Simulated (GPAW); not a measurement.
**Quasiparticle gap of KMgH3 (Pm-3m) in GPAW**

How does a plane-wave GW calculation on KMgH3 (Pm-3m) run from the first input to the gap?

Calculated with GPAW 26.7.0; LDA and many-body steps on it, plane waves.

## 1. The structure

The structure is cubic, space group Pm-3m (No. 221). Conventional cell: a = 4.025 Å, b = 4.025 Å, c = 4.025 Å, α = 90.00°, β = 90.00°, γ = 90.00°. Nearest to K lie 12 H at 2.85 Å. Nearest to Mg lie 6 H at 2.01 Å. Nearest to H lie 2 Mg at 2.01 Å and 8 H at 2.85 Å and 4 K at 2.85 Å. Farther neighbours are not listed.

Coordinates:

```cif
data_structure
_symmetry_space_group_name_H-M 'Pm-3m'
_symmetry_Int_Tables_number 221
_cell_length_a 4.0250
_cell_length_b 4.0250
_cell_length_c 4.0250
_cell_angle_alpha 90.000
_cell_angle_beta 90.000
_cell_angle_gamma 90.000
_cell_volume 65.21
loop_
_atom_site_label
_atom_site_type_symbol
_atom_site_symmetry_multiplicity
_atom_site_Wyckoff_symbol
_atom_site_fract_x
_atom_site_fract_y
_atom_site_fract_z
_atom_site_occupancy
K1 K 1 a 0.00000 0.00000 0.00000 1
Mg1 Mg 1 b 0.50000 0.50000 0.50000 1
H1 H 3 c 0.00000 0.50000 0.50000 1
```

The cell and positions come from the Crystallography Open Database and are kept as given unless a step says otherwise.

## 2. Ground state

This step: GPAW 26.7.0; DFT, LDA, plane waves, PAW.

The ground-state density comes first.

run.py reads:

```python
import json
import numpy as np
from gpaw.mpi import world
from ase import Atoms
from gpaw import GPAW, PW, FermiDirac

atoms = Atoms(['K', 'Mg', 'H', 'H', 'H'],
    cell=[[4.0250000000, 0.0000000000, 0.0000000000],
      [0.0000000000, 4.0250000000, 0.0000000000],
      [0.0000000000, 0.0000000000, 4.0250000000]],
    scaled_positions=[[0.0000000000, 0.0000000000, 0.0000000000],
      [0.5000000000, 0.5000000000, 0.5000000000],
      [0.0000000000, 0.5000000000, 0.5000000000],
      [0.5000000000, 0.0000000000, 0.5000000000],
      [0.5000000000, 0.5000000000, 0.0000000000]],
    pbc=(True, True, True))
calc = GPAW(mode=PW(600),
    xc='LDA',
    kpts={'size': (6, 6, 6), 'gamma': True},
    occupations=FermiDirac(0.001),
    nbands=-8,
    convergence={'density': 1e-6, 'bands': -3},
    maxiter=100,
    txt='gs.txt')
atoms.calc = calc
res = {'energy': atoms.get_potential_energy()}
kpts = calc.get_ibz_k_points()
res['kpts'] = kpts
res['eigenvalues'] = [calc.get_eigenvalues(kpt=k) for k in range(len(kpts))]
res['n_electrons'] = calc.get_number_of_electrons()
calc.write('gs.gpw')

if world.rank == 0:
    with open('result.json', 'w') as f:
        json.dump(res, f, default=lambda x: x.tolist())
```

On the command line:

```sh
> mpirun -n 4 gpaw python run.py
```

Numbers of over 12 decimals in the logs are rounded to 6 here.

What it wrote:

```text
__  _  _
 | _ |_)|_||  |
 |__||  | ||/\| - 26.7.0

Input parameters:
  mode=PW(ecut=600.0),
  convergence={'density': 1e-06, 'bands': -3},
  kpts=MonkhorstPack(size=(6, 6, 6), gamma=True),
  maxiter=100,
  nbands=-8,
  occupations=Occupations(name='fermi-dirac', width=0.001, fixmagmom=False),
  xc=XC(name='LDA')
  [... matrices ...]
Diagonalizing LCAO Hamiltonian
Converting LCAO to pw mode
   .---------.
  /|         |
 * |         |
 |H|   Mg    |
 | |  H      |
 | .---------.
 |/    H    /
 K---------*

Atoms  # Å, Bohr magnetons
|   | symbol |        x |        y |        z |    initial magnetic moments |
| 0 |      K | 0.000000 | 0.000000 | 0.000000 | ( 0.0000,  0.0000,  0.0000) |
| 1 |     Mg | 2.012500 | 2.012500 | 2.012500 | ( 0.0000,  0.0000,  0.0000) |
| 2 |      H | 0.000000 | 2.012500 | 2.012500 | ( 0.0000,  0.0000,  0.0000) |
| 3 |      H | 2.012500 | 0.000000 | 2.012500 | ( 0.0000,  0.0000,  0.0000) |
| 4 |      H | 2.012500 | 2.012500 | 0.000000 | ( 0.0000,  0.0000,  0.0000) |

Unit cell  # Å
| periodic |        x |        y |        z |  lengths |    angles |
|      yes | 4.025000 | 0.000000 | 0.000000 | 4.025000 | 90.000000 |
|      yes | 0.000000 | 4.025000 | 0.000000 | 4.025000 | 90.000000 |
|      yes | 0.000000 | 0.000000 | 4.025000 | 4.025000 | 90.000000 |

Number of symmetries: 48
Symmetry operations  # r_c * U_cc + t_c -> r_c
|    | kind |            matrix            |
|  0 |  E   |  1, 0, 0,  0, 1, 0,  0, 0, 1 |
|  1 |  σ   |  1, 0, 0,  0, 1, 0,  0, 0,-1 |
|  2 |  σ   |  1, 0, 0,  0, 0, 1,  0, 1, 0 |
|  3 |  C4  |  1, 0, 0,  0, 0, 1,  0,-1, 0 |
|  4 |  C4  |  1, 0, 0,  0, 0,-1,  0, 1, 0 |
|  5 |  σ   |  1, 0, 0,  0, 0,-1,  0,-1, 0 |
|  6 |  σ   |  1, 0, 0,  0,-1, 0,  0, 0, 1 |
|  7 |  C2  |  1, 0, 0,  0,-1, 0,  0, 0,-1 |
|  8 |  σ   |  0, 1, 0,  1, 0, 0,  0, 0, 1 |
|  9 |  C2  |  0, 1, 0,  1, 0, 0,  0, 0,-1 |
| 10 |  C3  |  0, 1, 0,  0, 0, 1,  1, 0, 0 |
| 11 |  S6  |  0, 1, 0,  0, 0, 1, -1, 0, 0 |
| 12 |  S6  |  0, 1, 0,  0, 0,-1,  1, 0, 0 |
| 13 |  C3  |  0, 1, 0,  0, 0,-1, -1, 0, 0 |
| 14 |  C4  |  0, 1, 0, -1, 0, 0,  0, 0, 1 |
| 15 |  S4  |  0, 1, 0, -1, 0, 0,  0, 0,-1 |
| 16 |  C3  |  0, 0, 1,  1, 0, 0,  0, 1, 0 |
| 17 |  S6  |  0, 0, 1,  1, 0, 0,  0,-1, 0 |
| 18 |  σ   |  0, 0, 1,  0, 1, 0,  1, 0, 0 |
| 19 |  C4  |  0, 0, 1,  0, 1, 0, -1, 0, 0 |
| 20 |  C2  |  0, 0, 1,  0,-1, 0,  1, 0, 0 |
| 21 |  S4  |  0, 0, 1,  0,-1, 0, -1, 0, 0 |
| 22 |  S6  |  0, 0, 1, -1, 0, 0,  0, 1, 0 |
| 23 |  C3  |  0, 0, 1, -1, 0, 0,  0,-1, 0 |
| 24 |  S6  |  0, 0,-1,  1, 0, 0,  0, 1, 0 |
| 25 |  C3  |  0, 0,-1,  1, 0, 0,  0,-1, 0 |
| 26 |  C4  |  0, 0,-1,  0, 1, 0,  1, 0, 0 |
| 27 |  σ   |  0, 0,-1,  0, 1, 0, -1, 0, 0 |
| 28 |  S4  |  0, 0,-1,  0,-1, 0,  1, 0, 0 |
| 29 |  C2  |  0, 0,-1,  0,-1, 0, -1, 0, 0 |
| 30 |  C3  |  0, 0,-1, -1, 0, 0,  0, 1, 0 |
| 31 |  S6  |  0, 0,-1, -1, 0, 0,  0,-1, 0 |
| 32 |  C4  |  0,-1, 0,  1, 0, 0,  0, 0, 1 |
| 33 |  S4  |  0,-1, 0,  1, 0, 0,  0, 0,-1 |
| 34 |  S6  |  0,-1, 0,  0, 0, 1,  1, 0, 0 |
| 35 |  C3  |  0,-1, 0,  0, 0, 1, -1, 0, 0 |
| 36 |  C3  |  0,-1, 0,  0, 0,-1,  1, 0, 0 |
| 37 |  S6  |  0,-1, 0,  0, 0,-1, -1, 0, 0 |
| 38 |  σ   |  0,-1, 0, -1, 0, 0,  0, 0, 1 |
| 39 |  C2  |  0,-1, 0, -1, 0, 0,  0, 0,-1 |
| 40 |  σ   | -1, 0, 0,  0, 1, 0,  0, 0, 1 |
| 41 |  C2  | -1, 0, 0,  0, 1, 0,  0, 0,-1 |
| 42 |  C2  | -1, 0, 0,  0, 0, 1,  0, 1, 0 |
| 43 |  S4  | -1, 0, 0,  0, 0, 1,  0,-1, 0 |
| 44 |  S4  | -1, 0, 0,  0, 0,-1,  0, 1, 0 |
| 45 |  C2  | -1, 0, 0,  0, 0,-1,  0,-1, 0 |
| 46 |  C2  | -1, 0, 0,  0,-1, 0,  0, 0, 1 |
| 47 |  i   | -1, 0, 0,  0,-1, 0,  0, 0,-1 |

BZ-sampling:
  Number of BZ points: 216
  Number of IBZ points: 20

  Monkhorst-Pack size: [6, 6, 6]
  Monkhorst-Pack shift: [0.083333, 0.083333, 0.083333]

K-points  # in reciprocal-cell coordinates
|     |                                coordinates |     weight |
|   0 | (  0.00000000,   0.00000000,   0.00000000) | 0.00462963 |
|   1 | (  0.16666667,   0.00000000,   0.00000000) | 0.02777778 |
|   2 | (  0.16666667,   0.16666667,   0.00000000) | 0.05555556 |
|   3 | (  0.16666667,   0.16666667,   0.16666667) | 0.03703704 |
|   4 | (  0.33333333,   0.00000000,   0.00000000) | 0.02777778 |
|   5 | (  0.33333333,   0.16666667,   0.00000000) | 0.11111111 |
|   6 | (  0.33333333,   0.16666667,   0.16666667) | 0.11111111 |
|   7 | (  0.33333333,   0.33333333,   0.00000000) | 0.05555556 |
|   8 | (  0.33333333,   0.33333333,   0.16666667) | 0.11111111 |
|   9 | (  0.33333333,   0.33333333,   0.33333333) | 0.03703704 |
| ... |                                            |            |
|  19 | (  0.50000000,   0.50000000,   0.50000000) | 0.00462963 |

Plane wave coefficients: 2212
Cutoff: 600.0 eV

Spin-components: 1 (collinear spins)
Bands:           19
Projectors:      19
Spin-degeneracy: 2
Datatype:        complex128

  Storage: CPU
  Wave functions: 12_822_720 bytes (3_205_680 per core)
  Projectors: 18_221_760 bytes (4_555_440 per core)
  [... matrices ...]
Parallelization:
  kpt:    4
  domain: 1
  band:   1

Density:
  Valence electrons: 22.0
  Components: 1
  Grid points: [24 24 24]
  Charge: 0.0  # |e|

Potential:
  Grid points: [24 24 24]

species:
  K:
    name:    Potassium
    Z:       19.0
    valence: 9
    core:    10
    charge:  0.0  # [|e|]
    compensation charges:
      type: gauss
      rc: 0.35  # [Å]
      lmax: 2
    cutoffs:
      filter: 1.91  # [Å]
      core: 1.27  # [Å]
    projectors
    | kind |    occ | energy [eV] | rcut [Å] |
    |   3s |  2.000 |     -35.177 |    1.122 |
    |   4s |  1.000 |      -2.428 |    1.122 |
    |   3p |  6.000 |     -18.839 |    1.106 |
    |    p |        |       8.373 |    1.106 |
    |    d |        |       0.000 |    0.937 |

    Using partial waves for K as LCAO basis

  Mg:
    name:    Magnesium
    Z:       12.0
    valence: 10
    core:    2
    charge:  0.0  # [|e|]
    compensation charges:
      type: gauss
      rc: 0.33  # [Å]
      lmax: 2
    cutoffs:
      filter: 1.86  # [Å]
      core: 0.54  # [Å]
    projectors
    | kind |    occ | energy [eV] | rcut [Å] |
    |   2s |  2.000 |     -79.291 |    1.090 |
    |   3s |  2.000 |      -4.782 |    1.090 |
    |   2p |  6.000 |     -46.725 |    1.085 |
    |   3p |  0.000 |      -1.374 |    1.085 |
    |    d |        |       0.000 |    1.037 |

    Using partial waves for Mg as LCAO basis

  H:
    name:    Hydrogen
    Z:       1.0
    valence: 1
    core:    0
    charge:  0.0  # [|e|]
    compensation charges:
      type: gauss
      rc: 0.15  # [Å]
      lmax: 2
    cutoffs:
      filter: 0.85  # [Å]
      core: 0.53  # [Å]
    projectors
    | kind |    occ | energy [eV] | rcut [Å] |
    |   1s |  1.000 |      -6.353 |    0.476 |
    |    s |        |      20.858 |    0.476 |
    |    p |        |       0.000 |    0.476 |

    Using partial waves for H as LCAO basis

Reference energy: -21804.286877  # eV

eigensolver:
  PPCG
  Converge bands: -3
  niter=2

density mixing:
  MSR1-Mixer
  Pratt-step length: 0.05
  Maximum mixing coefficient: 0.75
  Old densities: 10
  SVD Regularization: 0.005
  Good broyden scale: 1.0
  Trust region scale: 1.0
  Backstep threshold: 4.0
  History deletion threshold: 6.0
  Fourier metric: weight=20.0, sigma=0.015

occupation numbers:
  Fermi-Dirac:
    width: 0.0010  # eV

poisson solver:
  ecut: 4800.0  # eV

xc functional:
  name: None

Initialization done in: 1.340 s

convergence criteria:
- Maximum integral of absolute [dens]ity change: 1e-06 electrons / valence electron
- Maximum [total energy] change in last 3 cyles: 0.0005 eV / valence electron
- Maximum integral of absolute [eigenst]ate change: 4e-08 eV^2 / valence electron
maximum number of iterations: 100

SCF iterations
|iter     |     time |      energy | eigst |  dens |
|iter:   1|  |  -16.617091 | +1.07 |       |
|iter:   2|  |  -16.428042 | +0.45 | -1.00 |
|iter:   3|  |  -15.345270 | -0.07 | -1.03 |
|iter:   4|  |  -15.321833 | -1.25 | -1.70 |
|iter:   5|  |  -15.322399 | -2.47 | -2.31 |
|iter:   6|  |  -15.322472c| -3.28 | -2.86 |
|iter:   7|  |  -15.322472c| -4.19 | -4.06 |
|iter:   8|  |  -15.322472c| -4.80 | -4.85 |
|iter:   9|  |  -15.322472c| -5.64 | -5.41 |
|iter:  10|  |  -15.322472c| -6.19 | -6.41c|
|iter:  11|  |  -15.322472c| -6.84 | -7.01c|
|iter:  12|  |  -15.322472c| -7.38 | -8.25c|
|iter:  13|  |  -15.322472c| -7.92c| -8.84c|

Converged in 13 steps
SCF loop duration: 4.431 s (0.341 s/step)
Energy contributions relative to reference atoms: (reference = -21804.286877)
  [... matrices ...]
Energy contributions:
  Kinetic:           3.081931
  Coulomb:          -2.460208
  Zero:             -0.761924
  External:          0.000000
  Xc:              -15.182271
  Entropy:          -0.000000
  Spinorbit:         0.000000
  ----------------------------
  Free energy:     -15.322472
  Extrapolated:    -15.322472

dipole moment: (-16.602458, -16.602458, -16.602458)  # |e|*Ang

Fermi level: 1.674
Eigenvalues  # (at kpt = [0.000, 0.000, 0.000])
| band index |      eig [eV] | occ [0-2] |
|          0 |       -72.435 |     2.000 |
|        ... |               |           |
|          3 |       -39.882 |     2.000 |
|          4 |       -27.397 |     2.000 |
|          5 |       -11.092 |     2.000 |
|          6 |       -11.092 |     2.000 |
|          7 |       -11.092 |     2.000 |
|          8 |        -4.277 |     2.000 |
|          9 |         0.857 |     2.000 |
|         10 |         0.857 |     2.000 |
|         11 |         6.834 |     0.000 |
|         12 |         6.834 |     0.000 |
|         13 |         6.834 |     0.000 |
|         14 |         9.163 |     0.000 |
|         15 |         9.163 |     0.000 |
|         16 |        10.033 |     0.000 |
|         17 |        10.033 |     0.000 |
|         18 |        10.808 |     0.000 |

Gap: 2.058 eV
Transition (v -> c):
  (s=0, k=10, n=10, [0.50, 0.00, 0.00]) -> (s=0, k=19, n=11, [0.50, 0.50, 0.50])
Direct/indirect transitions are different
Direct gap: 4.218 eV
Transition at: (s=0, k=19, n=10, [0.50, 0.50, 0.50])
# Writing to gs.gpw (mode='')
  [... matrices ...]
```

The job ended after 7.5 s (4 MPI ranks of Arm Neoverse V1, shared host; peak memory 0.66 GiB).

Numbers from this step:

- total energy: -15.32 eV
- gap: 2.058 eV
- k of the valence top: 0.5, 0, 0
- k of the conduction bottom: 0.5, 0.5, 0.5
- least direct gap: 4.218 eV

The gap is indirect, with the least direct gap 2.16 eV higher.

## 3. Bands along the symmetry lines

Levels along a band path, at the cheap level, show where the edges lie and whether the meshes to come will hold them.

run.py reads:

```python
import json
import numpy as np
from gpaw.mpi import world
from gpaw import GPAW

path = [[0.000000, 0.000000, 0.000000],
    [0.000000, 0.062500, 0.000000],
    [0.000000, 0.125000, 0.000000],
    [0.000000, 0.187500, 0.000000],
    [0.000000, 0.250000, 0.000000],
    [0.000000, 0.312500, 0.000000],
    [0.000000, 0.375000, 0.000000],
    [0.000000, 0.437500, 0.000000],
    [0.000000, 0.500000, 0.000000],
    [0.062500, 0.500000, 0.000000],
    [0.125000, 0.500000, 0.000000],
    [0.187500, 0.500000, 0.000000],
    [0.250000, 0.500000, 0.000000],
    [0.312500, 0.500000, 0.000000],
    [0.375000, 0.500000, 0.000000],
    [0.437500, 0.500000, 0.000000],
    [0.500000, 0.500000, 0.000000],
    [0.437500, 0.437500, 0.000000],
    [0.375000, 0.375000, 0.000000],
    [0.312500, 0.312500, 0.000000],
    [0.250000, 0.250000, 0.000000],
    [0.187500, 0.187500, 0.000000],
    [0.125000, 0.125000, 0.000000],
    [0.062500, 0.062500, 0.000000],
    [0.000000, 0.000000, 0.000000],
    [0.062500, 0.062500, 0.062500],
    [0.125000, 0.125000, 0.125000],
    [0.187500, 0.187500, 0.187500],
    [0.250000, 0.250000, 0.250000],
    [0.312500, 0.312500, 0.312500],
    [0.375000, 0.375000, 0.375000],
    [0.437500, 0.437500, 0.437500],
    [0.500000, 0.500000, 0.500000],
    [0.437500, 0.500000, 0.437500],
    [0.375000, 0.500000, 0.375000],
    [0.312500, 0.500000, 0.312500],
    [0.250000, 0.500000, 0.250000],
    [0.187500, 0.500000, 0.187500],
    [0.125000, 0.500000, 0.125000],
    [0.062500, 0.500000, 0.062500],
    [0.000000, 0.500000, 0.000000],
    [0.500000, 0.500000, 0.500000],
    [0.500000, 0.500000, 0.437500],
    [0.500000, 0.500000, 0.375000],
    [0.500000, 0.500000, 0.312500],
    [0.500000, 0.500000, 0.250000],
    [0.500000, 0.500000, 0.187500],
    [0.500000, 0.500000, 0.125000],
    [0.500000, 0.500000, 0.062500],
    [0.500000, 0.500000, 0.000000]]
calc = GPAW('gs.gpw').fixed_density(kpts=path,
    symmetry='off',
    nbands=21,
    convergence={'bands': 17},
    txt='bands.txt')
res = {}
kpts = calc.get_ibz_k_points()
res['kpts'] = kpts
res['eigenvalues'] = [calc.get_eigenvalues(kpt=k) for k in range(len(kpts))]
res['n_electrons'] = calc.get_number_of_electrons()

if world.rank == 0:
    with open('result.json', 'w') as f:
        json.dump(res, f, default=lambda x: x.tolist())
```

On the command line:

```sh
> mpirun -n 4 gpaw python run.py
```

What it wrote:

```text
Diagonalizing LCAO Hamiltonian
Converting LCAO to pw mode
convergence criteria:
- Maximum integral of absolute [eigenst]ate change: 4e-08 eV^2 / valence electron
maximum number of iterations: 100

SCF iterations
|iter     |     time |      energy | eigst |  dens |
|iter:   1|  |             | +1.80 |       |
|iter:   2|  |             | +0.81 |       |
|iter:   3|  |             | +0.20 |       |
[...]
|iter:  11|  |             | -6.49 |       |
|iter:  12|  |             | -6.93 |       |
|iter:  13|  |             | -7.44c|       |
SCF steps: 13
  __  _  _
 | _ |_)|_||  |
 |__||  | ||/\| - 26.7.0

Input parameters:
  mode=PW(ecut=600.0),
  convergence={'bands': 17},
  gpts=array([24, 24, 24]),
  kpts=KPoints(kpts=array([[0.    , 0.    , 0.    ],
         [0.    , 0.0625, 0.    ],
         [0.    , 0.125 , 0.    ],
         [0.    , 0.1875, 0.    ],
         [0.    , 0.25  , 0.    ],
         [0.    , 0.3125, 0.    ],
         [0.    , 0.375 , 0.    ],
         [0.    , 0.4375, 0.    ],
[...]
[0.0625, 0.5   , 0.    ],
[...]
[0.1875, 0.5   , 0.    ],
[...]
[0.3125, 0.5   , 0.    ],
[...]
[0.4375, 0.5   , 0.    ],
[...]
[0.4375, 0.4375, 0.    ],
[...]
[0.3125, 0.3125, 0.    ],
[...]
[0.1875, 0.1875, 0.    ],
[...]
[0.0625, 0.0625, 0.    ],
[...]
[0.0625, 0.0625, 0.0625],
[...]
[0.1875, 0.1875, 0.1875],
[...]
[0.3125, 0.3125, 0.3125],
[...]
[0.4375, 0.4375, 0.4375],
[...]
[0.4375, 0.5   , 0.4375],
[...]
[0.3125, 0.5   , 0.3125],
[...]
[0.1875, 0.5   , 0.1875],
[...]
[0.0625, 0.5   , 0.0625],
[...]
[0.5   , 0.5   , 0.4375],
[...]
[0.5   , 0.5   , 0.3125],
         [0.5   , 0.5   , 0.25  ],
         [0.5   , 0.5   , 0.1875],
         [0.5   , 0.5   , 0.125 ],
         [0.5   , 0.5   , 0.0625],
         [0.5   , 0.5   , 0.    ]])),
  maxiter=100,
  nbands=21,
  occupations=Occupations(name='fermi-dirac', width=0.001, fixmagmom=False),
  parallel={},
  symmetry=Symmetry(point_group=False, time_reversal=False),
  xc=XC(name='LDA')
  [... matrices ...]
timing:  # [seconds]
  Total: 0.024  # ━━━━━━━━━━━━━━━━━━━━━━━━━━━━━━━━━━━━━━━━━━━━━━━━━━━━━━━━━━━
```

Elapsed: 12 s, on 4 MPI ranks; peak memory 0.74 GiB.

Numbers from this step:

- gap: 2.058 eV
- k of the valence top: 0, 0.5, 0
- k of the conduction bottom: 0.5, 0.5, 0.5
- least direct gap: 4.218 eV

The gap is 2.058 eV, as in the run before at this level.

The electronic bands at the labelled points (eV, zero at the top of the highest filled band):

```csv
point,band 8,band 9,band 10,band 11,band 12,band 13,band 14,band 15
Γ,-12.44,-5.63,-0.49,-0.49,5.49,5.49,5.49,7.81
halfway,-12.43,-5.04,-1.43,-0.27,5.28,5.28,5.95,6.53
X,-12.42,-3.93,-2.88,0.00,5.06,5.06,5.53,7.32
halfway,-12.41,-3.62,-2.48,-0.92,4.49,5.54,5.57,7.12
M,-12.40,-3.02,-2.00,-2.00,3.27,6.02,6.58,6.58
halfway,-12.42,-4.54,-1.39,-0.96,4.70,5.45,5.61,7.41
Γ,-12.44,-5.63,-0.49,-0.49,5.49,5.49,5.49,7.81
halfway,-12.52,-4.10,-1.36,-1.36,3.43,5.96,5.96,7.16
R,-12.58,-2.16,-2.16,-2.16,2.06,5.34,5.34,5.34
halfway,-12.50,-3.29,-2.28,-1.33,3.94,4.82,5.30,6.77
X,-12.42,-3.93,-2.88,0.00,5.06,5.06,5.53,7.32
jump to R,-12.58,-2.16,-2.16,-2.16,2.06,5.34,5.34,5.34
halfway,-12.49,-2.65,-2.08,-2.08,3.51,4.12,5.81,5.81
M,-12.40,-3.02,-2.00,-2.00,3.27,6.02,6.58,6.58
```

The electronic bands as a text plot (rows in eV, shown from -8.0 to 7.1 only):

```
    6.8 |  ++ ++ +++++++++++   +      ++            ++  +
    6.2 |   ++       ++++++   ++     +++++        ++  ++      +++
    5.6 |++++ +++++++     +++++++++++     ++++++++++++++++++++  +
    4.9 |    +++++++        ++++   ++      +++  +++++ ++++++   +
    4.3 |           +      +         +               +      +++
    3.7 |            ++ +++           ++++        +++        +++
    3.0 |              +                  +++    +          +   +
    2.4 |                                    +  +         ++
    1.8 |                                     ++
    1.1 |
    0.5 |
   -0.1 | *********                                     **
   -0.7 |***       **       ************             ***
   -1.4 |   *        *    *****         ***       ***
   -2.0 |    **      ******                **********     *******
   -2.6 |      ******                      ***   *** *****  ****
   -3.3 |            ******               *         **          *
   -3.9 |      ******      *            **            ****
   -4.5 |    **             **        **
   -5.2 | ***                 **     *
   -5.8 |*                      *****
   -6.4 |
   -7.1 |
   -7.7 |
         Γ      X      M          Γ            R        X|R     M
```

[end of part 1 of 2]

[Paths, hosts, dates, memory and timing lines, banners, echoed tables and standing remarks are left out of the program output.]

[Logs are printed without paths, hosts, clocks, repeated set-up lines and the standing remarks that a program may print on its own settings, such as how far it seeks lower states.]

[Runs of the session that timed out or met a known fault of the program may be left out.]

[Hosts, paths, dates, database ids (printed as entryN), source tags and the programs' standing remarks are cut or masked in the printed files.]
